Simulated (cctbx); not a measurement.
**A crystallographic session in cctbx: Sm3Ti13Os4**

Library: cctbx 2025.11. The data are simulated by the first script.

## 1. Simulate the data

run.py:

```python
from cctbx import adptbx, crystal, miller, sgtbx, xray
from cctbx.array_family import flex
from iotbx.shelx import hklf
from scitbx import matrix
import scitbx.random

cs = crystal.symmetry(unit_cell=(8.886, 8.886, 8.886, 90, 90, 90), space_group_symbol='Hall: -P 4n 2 3')  # Pm-3n
atoms = [  # label, site, U (iso, or U11 U22 U33 U12 U13 U23 in A^2), occupancy
    ("Os1", (0.75, 0.75, 0.75), 0.0086, 1),
    ("Sm1", (0.25, 0, 0.5), 0.0074, 1),
    ("Ti1", (0, 0.8537, 0.6932), 0.0113, 1),
    ("Ti2", (0, 0, 0), 0.0144, 1),
]
xs = xray.structure(crystal_symmetry=cs)
for label, site, u, occ in atoms:
    u = adptbx.u_cif_as_u_star(cs.unit_cell(), u) if isinstance(u, tuple) else u
    xs.add_scatterer(xray.scatterer(label, site=site, u=u, occupancy=occ))
xs.set_inelastic_form_factors(0.56087, "sasaki")
xs.show_summary()
p1 = xs.expand_to_p1()
ms = miller.build_set(p1, anomalous_flag=True, d_min=0.65)
flex.set_random_seed(588538)
scitbx.random.set_random_seed(588538)
ms = ms.select(flex.random_double(ms.size()) < 0.95)
i = ms.structure_factors_from_scatterers(p1, algorithm="direct").f_calc().as_intensity_array().data()
i = i * 70000 / flex.max(i)
sig = flex.sqrt(i + flex.pow2(0.015 * i) + 2 ** 2)
noise = scitbx.random.variate(scitbx.random.normal_distribution())(i.size())
data = ms.array(data=i + sig * noise, sigmas=sig).set_observation_type_xray_intensity()
with open("data.hkl", "w") as f:
    data.export_as_shelx_hklf(f)
print("reflections written:", data.size(), " <I/sigma> = %.1f" % flex.mean(data.data() / data.sigmas()))
for h, a, b in list(data.sort("data"))[:12]:
    print("%4d%4d%4d %9.1f %7.1f" % (h + (a, b)))
```

```console
$ python run.py
```

```text
Number of scatterers: 4
At special positions: 4
Unit cell: (8.886, 8.886, 8.886, 90, 90, 90)
Space group: P m -3 n (No. 223)
reflections written: 10247  <I/sigma> = 19.5
   0  -4   0   71083.8  1082.8
   0   4   0   70156.4  1082.8
  -4   0   0   69950.8  1082.8
   4   0   0   69874.6  1082.8
   0   0  -4   69571.2  1082.8
   0   0   4   68359.5  1082.8
   2   2   2   50059.5   767.1
  -2   2  -2   50014.8   767.1
  -2   2   2   49473.0   767.1
   2  -2  -2   49439.6   767.1
  -2  -2  -2   49402.5   767.1
  -2  -2   2   49115.8   767.1
```

It took 0.28 s on 1 thread of Intel(R) Xeon(R) CPU @ 2.60GHz (Ice Lake), on a shared host, peak memory 0.07 GiB.

## 2. Symmetry

run.py:

```python
from cctbx import crystal, sgtbx, statistics
from cctbx.array_family import flex
from iotbx.shelx import hklf

p1 = crystal.symmetry(unit_cell=(8.886, 8.886, 8.886, 90, 90, 90), space_group_symbol="P 1")
raw = hklf.reader(file_name="data.hkl").as_miller_arrays(crystal_symmetry=p1, anomalous=True)[0]
print(raw.size(), "reflections to d = %.3f A" % raw.d_min())
isig = raw.data() / raw.sigmas()
print("centring   violations  <I/sigma> of those")
best = "P"
for c in "ABCIRF":
    a = raw.customized_copy(space_group_info=sgtbx.space_group_info("Hall: %s 1" % c)).sys_absent_flags().data()
    m = flex.mean(isig.select(a))
    print("%5s %10d of %5d %8.1f" % (c, (isig.select(a) > 4).count(True), a.count(True), m))
    if (isig.select(a) > 4).count(True) < 0.01 * a.count(True):
        best = c
raw = raw.select(~raw.customized_copy(space_group_info=sgtbx.space_group_info("Hall: %s 1" % best)).sys_absent_flags().data())
isig = raw.data() / raw.sigmas()
rows = []
for s in sgtbx.space_group_symbol_iterator():
    g = sgtbx.space_group(s)
    if g.conventional_centring_type_symbol() != best or not g.is_compatible_unit_cell(p1.unit_cell(), 1e-3, 0.02):
        continue
    rows.append((s, g))
print("Laue class    unique    Rint  (classes that these axes allow; Friedel mates merged)")
rint = {}
for s, g in rows:
    laue = g.build_derived_patterson_group()
    key = laue.type().hall_symbol()
    if key not in rint:
        m = raw.customized_copy(space_group_info=laue.info(), anomalous_flag=False).merge_equivalents()
        rint[key] = m.r_int()
        print("%-14s %6d %7.3f" % (laue.type().lookup_symbol(), m.array().size(), m.r_int()))
floor = min(rint.values())
good = [(s, g) for s, g in rows if rint[g.build_derived_patterson_group().type().hall_symbol()] < 2 * floor + 0.03]
top = max(g.build_derived_patterson_group().order_z() for s, g in good)
print("space group    extra absences  I>4sigma  <I/sigma>")
for s, g in good:
    laue = g.build_derived_patterson_group()
    if laue.order_z() != top:
        continue
    a = raw.customized_copy(space_group_info=g.info()).sys_absent_flags().data()
    a &= ~raw.customized_copy(space_group_info=laue.info()).sys_absent_flags().data()
    bad = (isig.select(a) > 4).count(True)
    if bad <= 0.03 * a.count(True):
        print("%-16s %8d %10d %9s  %s" % (s.universal_hermann_mauguin(), a.count(True), bad, "%.1f" % flex.mean(isig.select(a)) if a.count(True) else "-", "centric" if g.is_centric() else "acentric"))
laue = max(good, key=lambda t: t[1].build_derived_patterson_group().order_z())[1].build_derived_patterson_group()
f = raw.customized_copy(space_group_info=laue.info(), anomalous_flag=False).merge_equivalents().array().eliminate_sys_absent().f_sq_as_f()
f.set_observation_type_xray_amplitude()
bins = max(3, min(8, f.size() // 12))
f.setup_binner(n_bins=bins)
w = statistics.wilson_plot(f, {e: n / laue.order_z() for e, n in {'Os': 8.0, 'Sm': 6.0, 'Ti': 26.0}.items()}, e_statistics=True)
print("Wilson B = %.2f A^2   <|E^2-1|> = %.3f (0.968 centric, 0.736 acentric)   E^2>4: %.1f %%" % (w.wilson_b, w.mean_e_sq_minus_1, w.percent_e_sq_gt_2))
print("shell (A)         n   <I/sigma>")
m = raw.customized_copy(space_group_info=laue.info(), anomalous_flag=False).merge_equivalents().array().eliminate_sys_absent()
for b in m.setup_binner(n_bins=bins).range_used():
    sel = m.binner().selection(b)
    print("%5.2f - %4.2f %6d %8.1f" % (min(m.binner().bin_d_range(b)[0] if m.binner().bin_d_range(b)[0] > 0 else 99, 99), m.binner().bin_d_range(b)[1], sel.count(True), flex.mean((m.data() / m.sigmas()).select(sel))))
```

```console
$ python run.py
```

```text
10247 reflections to d = 0.652 A
centring   violations  <I/sigma> of those
    A       4080 of  5140     16.6
    B       4089 of  5142     16.6
    C       4057 of  5110     16.6
    I       3266 of  5069     14.6
    R       5331 of  6837     19.5
    F       6113 of  7696     16.6
Laue class    unique    Rint  (classes that these axes allow; Friedel mates merged)
P -1             5378   0.013
P 1 2/m 1        2849   0.015
P 1 1 2/m        2848   0.015
P 2/m 1 1        2849   0.016
P m m m          1579   0.017
P 4/m            1431   0.017
P 4/m m m         846   0.017
R -3 :R          1801   0.017
R -3 m :R        1007   0.018
P m -3            531   0.018
P m -3 m          322   0.018
space group    extra absences  I>4sigma  <I/sigma>
P 4 3 2                 0          0         -  acentric
P 42 3 2               41          0      -0.1  acentric
P -4 3 m                0          0         -  acentric
P -4 3 n             1067          0      -0.0  acentric
P m -3 m                0          0         -  centric
P m -3 n             1067          0      -0.0  centric
Wilson B = 0.85 A^2   <|E^2-1|> = 0.994 (0.968 centric, 0.736 acentric)   E^2>4: 3.7 %
shell (A)         n   <I/sigma>
 8.89 - 1.30     54    124.8
 1.30 - 1.03     41    111.0
 1.03 - 0.90     37    116.7
 0.90 - 0.82     43    106.9
 0.82 - 0.76     35     90.4
 0.76 - 0.72     40    110.7
 0.72 - 0.68     34     86.2
 0.68 - 0.65     38     79.0
```

Time: 0.45 s.

## 3. Charge flipping

run.py:

```python
import itertools
from cctbx import crystal, maptbx
from cctbx.array_family import flex
from iotbx.shelx import hklf
from smtbx.ab_initio import charge_flipping as cf

cs = crystal.symmetry(unit_cell=(8.886, 8.886, 8.886, 90, 90, 90), space_group_symbol='Hall: -P 4n 2 3')  # Pm-3n
raw = hklf.reader(file_name="data.hkl").as_miller_arrays(crystal_symmetry=cs, anomalous=True)[0]
merged = raw.eliminate_sys_absent().merge_equivalents()
fo2 = merged.array().set_observation_type_xray_intensity()
f = fo2.average_bijvoet_mates().f_sq_as_f().resolution_filter(d_min=0.9)
p1 = f.expand_to_p1()
p1.setup_binner_counting_sorted(reflections_per_bin=max(40, p1.size() // 12))
work = p1.array(data=p1.data() / p1.amplitude_quasi_normalisations().data())
flex.set_random_seed(85621)
it = cf.weak_reflection_improved_iterator(delta=None, weak_reflection_fraction=0.1)
it.start(work, phases=flex.random_double(p1.size()) * 6.2832, f_000=0)
it.delta = 1.1 * it.rho_map.sigma()
print("cycle      R  skewness")
for n, st in enumerate(itertools.islice(it, 150)):
    if n % 12 == 0:
        print("%5d %6.3f %8.2f" % (n, st.r1_factor(), st.rho_map.skewness()))
rho = p1.phase_transfer(it.f_calc).fft_map().apply_volume_scaling()
polish = cf.low_density_elimination_iterator(constant_rho_c=rho.sigma())
polish.start(f_obs=p1, phases=it.f_calc, f_000=0)
for _ in range(8):
    next(polish)
print("origin shift          correlation  skewness")
maps = []
for fc, shift, cc in itertools.islice(cf.f_calc_symmetrisations(f, polish.f_calc, 0), 4):
    m = f.phase_transfer(fc).fft_map(symmetry_flags=maptbx.use_space_group_symmetry, resolution_factor=0.25).apply_sigma_scaling()
    maps.append((m.skewness(), cc, m))
    print("%6.3f %6.3f %6.3f %10.3f %9.2f" % (tuple(shift) + (cc, m.skewness())))
skew, cc, m = max((t for t in maps if t[1] > maps[0][1] - 0.04), key=lambda t: t[0])
print("taken: symmetry correlation %.3f, skewness %.2f" % (cc, skew))
peaks = m.peak_search(parameters=maptbx.peak_search_parameters(min_distance_sym_equiv=0.9, max_clusters=9)).all()
sps = cs.special_position_settings(min_distance_sym_equiv=0.5)
print("peak      x       y       z  mult  height/sigma")
for k, (x, h) in enumerate(zip(peaks.sites(), peaks.heights())):
    ss = sps.site_symmetry(x)
    print("Q%-3d %7.4f %7.4f %7.4f %4d %8.1f" % ((k + 1,) + tuple(t % 1 for t in ss.exact_site()) + (ss.multiplicity(), h)))
```

```console
$ python run.py
```

```text
cycle      R  skewness
    0  0.571     0.33
   12  0.466     3.14
   24  0.339     4.02
   36  0.243     3.86
   48  0.256     3.84
   60  0.244     3.76
   72  0.260     3.77
   84  0.257     3.73
   96  0.251     3.69
  108  0.250     3.71
  120  0.254     3.71
  132  0.275     3.71
  144  0.275     3.76
origin shift          correlation  skewness
 0.229 -0.004  0.968      0.894      0.26
 0.097  0.758  0.470      0.918      0.22
 0.229  0.496  0.967      0.893      0.46
 0.097  0.259  0.970      0.922      0.31
taken: symmetry correlation 0.893, skewness 0.46
peak      x       y       z  mult  height/sigma
Q1    0.1862  0.3138  0.2500   24      4.3
Q2    0.0000  0.2720  0.1031   24      3.8
Q3    0.2004  0.2004  0.2004   16      3.6
Q4    0.0000  0.4008  0.1949   24      2.9
Q5    0.0000  0.2707  0.3921   24      2.8
Q6    0.0000  0.0000  0.0000    2      2.8
Q7    0.1174  0.1174  0.1174   16      2.1
Q8    0.0000  0.1586  0.5000   12      2.0
Q9    0.0000  0.0660  0.3511   24      1.7
```

Time: 2.8 s.

## 4. Charge flipping

run.py, as its changes from the last script of this kind:

```diff
@@ -13,3 +13,2 @@
-p1.setup_binner_counting_sorted(reflections_per_bin=max(40, p1.size() // 12))
-work = p1.array(data=p1.data() / p1.amplitude_quasi_normalisations().data())
-flex.set_random_seed(85621)
+work = p1
+flex.set_random_seed(85622)
@@ -20,2 +19,2 @@
-for n, st in enumerate(itertools.islice(it, 150)):
-    if n % 12 == 0:
+for n, st in enumerate(itertools.islice(it, 300)):
+    if n % 25 == 0:
```

```console
$ python run.py
```

```text
cycle      R  skewness
    0  0.542     0.35
   25  0.487     2.94
   50  0.488     3.14
   75  0.447     3.90
  100  0.448     4.08
  125  0.445     3.93
  150  0.447     3.96
  175  0.455     3.90
  200  0.444     3.96
  225  0.457     3.88
  250  0.439     3.90
  275  0.456     3.97
origin shift          correlation  skewness
 0.315  0.357  0.430      0.902      4.07
 0.314  0.358  0.929      0.900      2.90
 0.367  0.676  0.766      0.882     -0.20
 0.402  0.196  0.801      0.877     -0.15
taken: symmetry correlation 0.902, skewness 4.07
peak      x       y       z  mult  height/sigma
Q1    0.2500  0.2500  0.2500    8     15.3
Q2    0.0000  0.2500  0.5000    6      9.6
Q3    0.0000  0.3931  0.4461   24      2.4
Q4    0.0000  0.3047  0.1327   24      2.2
Q5    0.0000  0.3781  0.2301   24      2.0
Q6    0.0000  0.0000  0.2722   12      2.0
Q7    0.0000  0.1380  0.3220   24      1.9
Q8    0.0000  0.3045  0.3559   24      1.8
Q9    0.0000  0.1185  0.0558   24      1.8
```

Time: 3 s.

## 5. Refinement (model from the peaks)

run.py:

```python
import math
from cctbx import adptbx, crystal, maptbx, sgtbx, xray
from cctbx.array_family import flex
from cctbx.xray import observations
from iotbx.shelx import hklf
from scitbx.lstbx import normal_eqns_solving
from smtbx import absolute_structure, utils
from smtbx.refinement import constraints, least_squares

cs = crystal.symmetry(unit_cell=(8.886, 8.886, 8.886, 90, 90, 90), space_group_symbol='Hall: -P 4n 2 3')  # Pm-3n
atoms = [  # label, site, U (iso, or U11 U22 U33 U12 U13 U23 in A^2), occupancy
    ("Os1", (0.25, 0.25, 0.25), 0.0200, 1),
    ("Sm1", (0, 0.25, 0.5), 0.0200, 1),
    ("Ti1", (0, 0.3047, 0.1327), 0.0200, 1),
]
xs = xray.structure(crystal_symmetry=cs)
for label, site, u, occ in atoms:
    u = adptbx.u_cif_as_u_star(cs.unit_cell(), u) if isinstance(u, tuple) else u
    xs.add_scatterer(xray.scatterer(label, site=site, u=u, occupancy=occ))
xs.set_inelastic_form_factors(0.56087, "sasaki")
raw = hklf.reader(file_name="data.hkl").as_miller_arrays(crystal_symmetry=cs, anomalous=True)[0]
merged = raw.eliminate_sys_absent().merge_equivalents()
fo2 = merged.array().set_observation_type_xray_intensity()
print("Rint %.3f, %d unique reflections to %.2f A" % (merged.r_int(), fo2.size(), fo2.d_min()))
for sc in xs.scatterers():
    sc.flags.set_grad_site(True)
    sc.flags.set_grad_u_aniso(sc.flags.use_u_aniso())
    sc.flags.set_grad_u_iso(sc.flags.use_u_iso())
obs = fo2.as_xray_observations()
extra = {}
rep = constraints.reparametrisation(xs, [], utils.connectivity_table(xs), **extra)
ls = least_squares.crystallographic_ls(obs, rep, weighting_scheme=least_squares.mainstream_shelx_weighting(a=0, b=0))
print("cycle     R1     wR2    GooF  max shift (A)")
for cycle in range(6):
    ls.build_up()
    r1, wr2, goof = ls.r1_factor(cutoff_factor=2)[0], ls.wR2(), ls.goof()
    old = xs.sites_cart()
    normal_eqns_solving.levenberg_marquardt_iterations(ls, n_max_iterations=3, tau=0.0001, step_threshold=1e-7)
    big = flex.max((xs.sites_cart() - old).norms())
    print("%4d %7.4f %7.4f %7.3f %9.5f" % (cycle + 1, r1, wr2, goof, big))
    ls.build_up(objective_only=True)
    if abs(ls.wR2() - wr2) < 5e-5 and big < 5e-4:
        break
ls.build_up()
print("final R1 %.4f wR2 %.4f GooF %.3f  parameters %d  data/parameter %.1f" % (ls.r1_factor(cutoff_factor=2)[0], ls.wR2(), ls.goof(), ls.n_parameters, fo2.size() / ls.n_parameters))
cov = ls.covariance_matrix_and_annotations()
su = dict(zip(cov.annotations, (math.sqrt(max(v, 0)) for v in cov.matrix.matrix_packed_u_diagonal())))
a2 = cs.unit_cell().reciprocal_parameters()[0] ** -2
print("atom        x        y        z      Ueq    occ   su(xyz)  su(Uiso or U11)")
for sc in xs.scatterers():
    s = max(su.get(sc.label + k, 0) for k in (".x", ".y", ".z"))
    npd = "" if sc.is_positive_definite_u(cs.unit_cell()) else "  NPD"
    print("%-5s %8.5f %8.5f %8.5f %8.4f %6.3f %8.5f %7.4f%s" % ((sc.label,) + sc.site + (sc.u_iso_or_equiv(cs.unit_cell()), sc.occupancy, s, su.get(sc.label + ".uiso", su.get(sc.label + ".u11", 0) * a2), npd)))
fo = fo2.f_sq_as_f()
fc = fo.structure_factors_from_scatterers(xs, algorithm="direct").f_calc()
diff = fo.f_obs_minus_f_calc(1 / math.sqrt(ls.scale_factor()), fc).average_bijvoet_mates()
m = diff.fft_map(symmetry_flags=maptbx.use_space_group_symmetry, resolution_factor=0.25).apply_volume_scaling()
print("difference map: max %.2f min %.2f rms %.2f" % (m.statistics().max(), m.statistics().min(), m.statistics().sigma()))
peaks = m.peak_search(parameters=maptbx.peak_search_parameters(min_distance_sym_equiv=0.6, max_clusters=6)).all()
near = xs.closest_distances(peaks.sites(), distance_cutoff=4)
sps = cs.special_position_settings(min_distance_sym_equiv=0.5)
for k, (x, h) in enumerate(zip(peaks.sites(), peaks.heights())):
    ss = sps.site_symmetry(x)
    print("Q%-3d %7.4f %7.4f %7.4f %4d %7.2f  %.2f A from %s" % ((k + 1,) + tuple(t % 1 for t in ss.exact_site()) + (ss.multiplicity(), h, near.smallest_distances[k], xs.scatterers()[near.i_seqs[k]].label)))
```

```console
$ python run.py
```

```text
Rint 0.018, 267 unique reflections to 0.65 A
cycle     R1     wR2    GooF  max shift (A)
   1  0.2098  0.4961  76.283   0.11980
   2  0.0804  0.2176  33.463   0.00010
final R1 0.0804 wR2 0.2176 GooF 33.463  parameters 5  data/parameter 53.4
atom        x        y        z      Ueq    occ   su(xyz)  su(Uiso or U11)
Os1    0.25000  0.25000  0.25000   0.0075  1.000  0.00000  0.0006
Sm1    0.00000  0.25000  0.50000   0.0070  1.000  0.00000  0.0007
Ti1    0.00000  0.30708  0.14598   0.0095  1.000  0.00053  0.0009
difference map: max 99.79 min -1.81 rms 1.59
Q1    0.0000  0.0000  0.0000    2   99.79  3.02 A from Ti1
Q2    0.0000  0.2500  0.5000    6   13.65  0.00 A from Sm1
Q3    0.2500  0.2500  0.2500    8    8.46  0.00 A from Os1
Q4    0.0604  0.0604  0.0604   16    2.33  2.38 A from Ti1
Q5    0.0000  0.1029  0.0000   12    2.30  2.23 A from Ti1
Q6    0.0000  0.2760  0.1668   24    1.61  0.33 A from Ti1
```

Time: 0.38 s.

Figures of merit this high mean that the model is still wrong or incomplete.

## 6. Refinement (atoms added from the difference map)

run.py, as its changes from the last script of this kind:

```diff
@@ -12,3 +12,4 @@
-    ("Os1", (0.25, 0.25, 0.25), 0.0200, 1),
-    ("Sm1", (0, 0.25, 0.5), 0.0200, 1),
-    ("Ti1", (0, 0.3047, 0.1327), 0.0200, 1),
+    ("Os1", (0.25, 0.25, 0.25), 0.0075, 1),
+    ("Sm1", (0, 0.25, 0.5), 0.0070, 1),
+    ("Ti1", (0, 0.30708, 0.14598), 0.0095, 1),
+    ("Ti2", (0, 0, 0), 0.0200, 1),
@@ -59 +60 @@
-peaks = m.peak_search(parameters=maptbx.peak_search_parameters(min_distance_sym_equiv=0.6, max_clusters=6)).all()
+peaks = m.peak_search(parameters=maptbx.peak_search_parameters(min_distance_sym_equiv=0.6, max_clusters=5)).all()
```

```console
$ python run.py
```

```text
Rint 0.018, 267 unique reflections to 0.65 A
cycle     R1     wR2    GooF  max shift (A)
   1  0.0192  0.0469   7.220   0.00370
   2  0.0028  0.0066   1.021   0.00000
final R1 0.0028 wR2 0.0066 GooF 1.021  parameters 6  data/parameter 44.5
atom        x        y        z      Ueq    occ   su(xyz)  su(Uiso or U11)
Os1    0.25000  0.25000  0.25000   0.0086  1.000  0.00000  0.0000
Sm1    0.00000  0.25000  0.50000   0.0074  1.000  0.00000  0.0000
Ti1    0.00000  0.30680  0.14629   0.0113  1.000  0.00002  0.0000
Ti2    0.00000  0.00000  0.00000   0.0143  1.000  0.00000  0.0001
difference map: max 0.24 min -0.24 rms 0.05
Q1    0.0000  0.4155  0.3339   24    0.24  1.88 A from Ti1
Q2    0.1031  0.2500  0.3969   24    0.17  1.30 A from Sm1
Q3    0.0000  0.3093  0.3653   24    0.16  1.31 A from Sm1
Q4    0.0000  0.1463  0.1900   24    0.16  1.48 A from Ti1
Q5    0.0000  0.2900  0.0645   24    0.16  0.74 A from Ti1
```

Run time: 0.38 s on 1 thread of Intel(R) Xeon(R) CPU @ 2.60GHz (Ice Lake) (shared host), peak memory 0.09 GiB.

[Logs are printed without paths, hosts, clocks, repeated set-up lines and the standing remarks that a program may print on its own settings, such as how far it seeks lower states.]
